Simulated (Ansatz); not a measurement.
# LiZrBr3 (built on the sites of a database entry of CsSnBr3): from the cell to its phonons, part 2 of 2

Aim: the vibrations of LiZrBr3 (built on the sites of a database entry of CsSnBr3), their spectra, and whether the structure is stable.

Ansatz 0.2.0; DFT PBEsol, scalar-relativistic, plane waves, norm-conserving pseudopotentials.

So far. Step 4 (Relaxing to small forces for the phonons): The forces vanish by symmetry and the pressure is 0.009 GPa, within the tolerances set. The cell now holds 29.58 Å³/atom. Step 5 (Linear response at the zone centre): Before it was imposed, the acoustic sum rule was missed by 3.1e-4 eV/Å². Small misses are needed for a sound result but don't prove that mesh and cutoff are converged. The relaxed cell has a = 5.288 Å (conventional setting).

The structure was built from a prototype and need not be the compound's stable phase.

### Step 6. Phonons on a q mesh (continued)

The partial phonon density of states has structure finer than the step of the table below, so its rows give means over 10 cm⁻¹, whole bins alone (the curve runs from -164 to 271 cm⁻¹). Peaks (cm⁻¹: height): Br -35.3: 0.0435, -21.6: 0.0366, 16.7: 0.0538, 77.0: 0.0939, 216.6: 0.0752, 244.0: 0.0508; Li -144.9: 0.187; Zr 85.2: 0.0228, 101.6: 0.0367, 123.5: 0.0622, 246.8: 0.0380.

Phonopy on the run's constants, 11x11x11 mesh, Gaussian sigma 3.1 cm-1. Interpolated from a 2×2×2 q mesh. Table of partial phonon density of states by wavenumber; means over each step; values in 1/cm⁻¹/cell:

| wavenumber (cm⁻¹) | Br | Li | Zr |
| --- | --- | --- | --- |
| -150 | 0.00232 | 0.122 | 1.7e-4 |
| -140 | 0.00282 | 0.117 | 5.4e-4 |
| -130 | 9.6e-4 | 0.0378 | 2.4e-4 |
| -120 | 1.3e-4 | 0.00910 | 2.9e-5 |
| -110 | 2.1e-6 | 3.4e-4 | 1.5e-7 |
| -100 | 0 | 0 | 0 |
| -90 | 0 | 0 | 0 |
| -80 | 0 | 0 | 0 |
| -70 | 0 | 0 | 0 |
| -60 | 1.1e-4 | 0 | 0 |
| -50 | 0.0141 | 2.7e-6 | 2.7e-6 |
| -40 | 0.0398 | 2.3e-5 | 3.0e-5 |
| -30 | 0.0324 | 3.8e-5 | 8.5e-5 |
| -20 | 0.0323 | 6.6e-5 | 2.2e-4 |
| -10 | 0.0246 | 1.4e-4 | 0.00315 |
| 0 | 0.0122 | 1.1e-4 | 0.00253 |
| 10 | 0.0317 | 1.5e-4 | 0.00358 |
| 20 | 0.0505 | 3.4e-4 | 0.00530 |
| 30 | 0.0450 | 2.0e-4 | 0.00170 |
| 40 | 0.0417 | 2.1e-4 | 0.00282 |
| 50 | 0.0478 | 5.1e-4 | 0.00623 |
| 60 | 0.0735 | 0.00121 | 0.00719 |
| 70 | 0.0882 | 0.00125 | 0.0130 |
| 80 | 0.0839 | 0.00124 | 0.0203 |
| 90 | 0.0284 | 4.4e-4 | 0.0191 |
| 100 | 0.0142 | 3.3e-4 | 0.0276 |
| 110 | 0.00742 | 2.7e-4 | 0.0273 |
| 120 | 0.00591 | 5.5e-4 | 0.0568 |
| 130 | 7.6e-4 | 2.2e-4 | 0.0215 |
| 140 | 2.2e-6 | 1.1e-6 | 5.9e-5 |
| 150 | 0 | 0 | 0 |
| 160 | 0 | 0 | 0 |
| 170 | 0 | 0 | 0 |
| 180 | 0 | 0 | 0 |
| 190 | 0 | 0 | 0 |
| 200 | 1.9e-4 | 0 | 4.2e-6 |
| 210 | 0.0306 | 5.8e-6 | 0.00109 |
| 220 | 0.0661 | 1.8e-5 | 0.00764 |
| 230 | 0.0434 | 1.3e-5 | 0.0159 |
| 240 | 0.0445 | 9.5e-6 | 0.0289 |
| 250 | 0.0329 | 9.0e-7 | 0.0258 |
| 260 | 0.00159 | 0 | 0.00128 |

Symmetry leaves 4 wavevectors to solve. The lowest mode among them, the acoustic zeros apart, lies at Γ and is imaginary, 154.0i cm⁻¹, so the energy falls along it.

### Step 7. Isotope substitution, element Br, natural mass 79.904 amu

An isotope changes the mass and not the force constants, so no new electronic calculation is needed; the shifts show which modes move this element.

The same force constants with the mass of Br changed from 79.904 to 80.916 u (phonopy, no LO-TO term). Both lists are sorted by frequency; levels can cross, so a row need not hold one and the same mode. Modes under 3 cm⁻¹ are left out. Isotope shifts, by row, the first 40 of 57 rows:

| q | rank | natural mass (cm⁻¹) | changed mass (cm⁻¹) |
| --- | --- | --- | --- |
| 0 0 0 | 1 | -154 | -154 |
| 0 0 0 | 2 | -154 | -154 |
| 0 0 0 | 3 | -154 | -154 |
| 0 0 0 | 7 | 39.02 | 38.77 |
| 0 0 0 | 8 | 39.02 | 38.77 |
| 0 0 0 | 9 | 39.02 | 38.77 |
| 0 0 0 | 10 | 86.04 | 85.65 |
| 0 0 0 | 11 | 86.04 | 85.65 |
| 0 0 0 | 12 | 86.04 | 85.65 |
| 0 0 0 | 13 | 253.8 | 252.9 |
| 0 0 0 | 14 | 253.8 | 252.9 |
| 0 0 0 | 15 | 253.8 | 252.9 |
| 0 0 -0.5 | 1 | -149.5 | -149.5 |
| 0 0 -0.5 | 2 | -149.5 | -149.5 |
| 0 0 -0.5 | 3 | -117 | -117 |
| 0 0 -0.5 | 4 | -5.86 | -5.83 |
| 0 0 -0.5 | 5 | -5.86 | -5.83 |
| 0 0 -0.5 | 6 | 38.12 | 37.88 |
| 0 0 -0.5 | 7 | 38.12 | 37.88 |
| 0 0 -0.5 | 8 | 45.89 | 45.6 |
| 0 0 -0.5 | 9 | 62.48 | 62.09 |
| 0 0 -0.5 | 10 | 70.93 | 70.63 |
| 0 0 -0.5 | 11 | 70.93 | 70.63 |
| 0 0 -0.5 | 12 | 126 | 126 |
| 0 0 -0.5 | 13 | 212.8 | 211.5 |
| 0 0 -0.5 | 14 | 249.1 | 248.2 |
| 0 0 -0.5 | 15 | 249.1 | 248.2 |
| 0 -0.5 -0.5 | 1 | -144.8 | -144.8 |
| 0 -0.5 -0.5 | 2 | -136.1 | -136.1 |
| 0 -0.5 -0.5 | 3 | -136.1 | -136.1 |
| 0 -0.5 -0.5 | 4 | -46.19 | -45.9 |
| 0 -0.5 -0.5 | 5 | 27.28 | 27.1 |
| 0 -0.5 -0.5 | 6 | 27.28 | 27.1 |
| 0 -0.5 -0.5 | 7 | 39.45 | 39.34 |
| 0 -0.5 -0.5 | 8 | 60.75 | 60.39 |
| 0 -0.5 -0.5 | 9 | 60.75 | 60.39 |
| 0 -0.5 -0.5 | 10 | 84.01 | 83.48 |
| 0 -0.5 -0.5 | 11 | 127.1 | 127.1 |
| 0 -0.5 -0.5 | 12 | 127.1 | 127.1 |
| 0 -0.5 -0.5 | 13 | 211.5 | 210.1 |

A mode of this element alone would shift by -0.63 %. The highest zone-centre frequency without the field goes from 253.8 to 252.9 cm⁻¹ (-0.3 %).

### Step 8. Another isotope, element Li, natural mass 6.94 amu

The same for Li, from 6.94 to 6.02 u.

A mode of this element alone would shift by +7.41 %. The highest zone-centre frequency without the field goes from 253.8 to 253.8 cm⁻¹ (+0.0 %).

### Step 9. Another isotope, element Zr, natural mass 91.222 amu

The same for Zr, from 91.22 to 95.91 u.

The same force constants with the mass of Zr changed from 91.222 to 95.908 u (phonopy, no LO-TO term). Both lists are sorted by frequency; levels can cross, so a row need not hold one and the same mode. Modes under 3 cm⁻¹ are left out. Isotope shifts, by row, the first 40 of 57 rows:

| q | rank | natural mass (cm⁻¹) | changed mass (cm⁻¹) |
| --- | --- | --- | --- |
| 0 0 0 | 1 | -154 | -154 |
| 0 0 0 | 2 | -154 | -154 |
| 0 0 0 | 3 | -154 | -154 |
| 0 0 0 | 7 | 39.02 | 39.02 |
| 0 0 0 | 8 | 39.02 | 39.02 |
| 0 0 0 | 9 | 39.02 | 39.02 |
| 0 0 0 | 10 | 86.04 | 85.43 |
| 0 0 0 | 11 | 86.04 | 85.43 |
| 0 0 0 | 12 | 86.04 | 85.43 |
| 0 0 0 | 13 | 253.8 | 251 |
| 0 0 0 | 14 | 253.8 | 251 |
| 0 0 0 | 15 | 253.8 | 251 |
| 0 0 -0.5 | 1 | -149.5 | -149.5 |
| 0 0 -0.5 | 2 | -149.5 | -149.5 |
| 0 0 -0.5 | 3 | -117 | -117 |
| 0 0 -0.5 | 4 | -5.86 | -5.83 |
| 0 0 -0.5 | 5 | -5.86 | -5.83 |
| 0 0 -0.5 | 6 | 38.12 | 38.12 |
| 0 0 -0.5 | 7 | 38.12 | 38.12 |
| 0 0 -0.5 | 8 | 45.89 | 45.89 |
| 0 0 -0.5 | 9 | 62.48 | 62.45 |
| 0 0 -0.5 | 10 | 70.93 | 70.37 |
| 0 0 -0.5 | 11 | 70.93 | 70.37 |
| 0 0 -0.5 | 12 | 126 | 122.9 |
| 0 0 -0.5 | 13 | 212.8 | 212.8 |
| 0 0 -0.5 | 14 | 249.1 | 246.2 |
| 0 0 -0.5 | 15 | 249.1 | 246.2 |
| 0 -0.5 -0.5 | 1 | -144.8 | -144.8 |
| 0 -0.5 -0.5 | 2 | -136.1 | -136 |
| 0 -0.5 -0.5 | 3 | -136.1 | -136 |
| 0 -0.5 -0.5 | 4 | -46.19 | -46.19 |
| 0 -0.5 -0.5 | 5 | 27.28 | 27.28 |
| 0 -0.5 -0.5 | 6 | 27.28 | 27.28 |
| 0 -0.5 -0.5 | 7 | 39.45 | 38.92 |
| 0 -0.5 -0.5 | 8 | 60.75 | 60.72 |
| 0 -0.5 -0.5 | 9 | 60.75 | 60.72 |
| 0 -0.5 -0.5 | 10 | 84.01 | 84.01 |
| 0 -0.5 -0.5 | 11 | 127.1 | 124.1 |
| 0 -0.5 -0.5 | 12 | 127.1 | 124.1 |
| 0 -0.5 -0.5 | 13 | 211.5 | 211.5 |

A mode of this element alone would shift by -2.47 %. The highest zone-centre frequency without the field goes from 253.8 to 251.0 cm⁻¹ (-1.1 %).

### Step 10. Outcome

| Property | Result |
| --- | --- |
| space group after relaxation (within 0.01 Å) | Pm-3m |
| volume per atom | 29.6 Å³ |
| electronic character | no gap on this mesh |
| highest optical mode at the zone centre (no LO-TO term) | 254 cm⁻¹ |
| lowest optical zone-centre mode | -154 cm⁻¹ |
| lowest mode on the q mesh (acoustic modes at Γ apart) | -154 cm⁻¹ |
| highest frequency on the path or at a solved wavevector | 254 cm⁻¹ |
| imaginary modes on the 2×2×2 q mesh | yes |

In words: Modes are clearly imaginary (beyond 10i cm⁻¹) at 4 of the 4 irreducible wavevectors, most at Γ (154.0i cm⁻¹), so this structure is not a minimum of the energy. The optical modes at Γ span -154 to 254 cm⁻¹ (negative means imaginary). With no gap, or one that is small against the smearing, the frequencies hang on the k mesh and the smearing, most of all near Kohn anomalies. The starting cell was built on a prototype and not taken from a measurement, so the phase need not exist. These are harmonic frequencies at zero temperature: anharmonic shifts, linewidths and thermal expansion are left out.

[Hosts, paths, dates, database ids (printed as entryN), source tags and the programs' standing remarks are cut or masked in the printed files.]
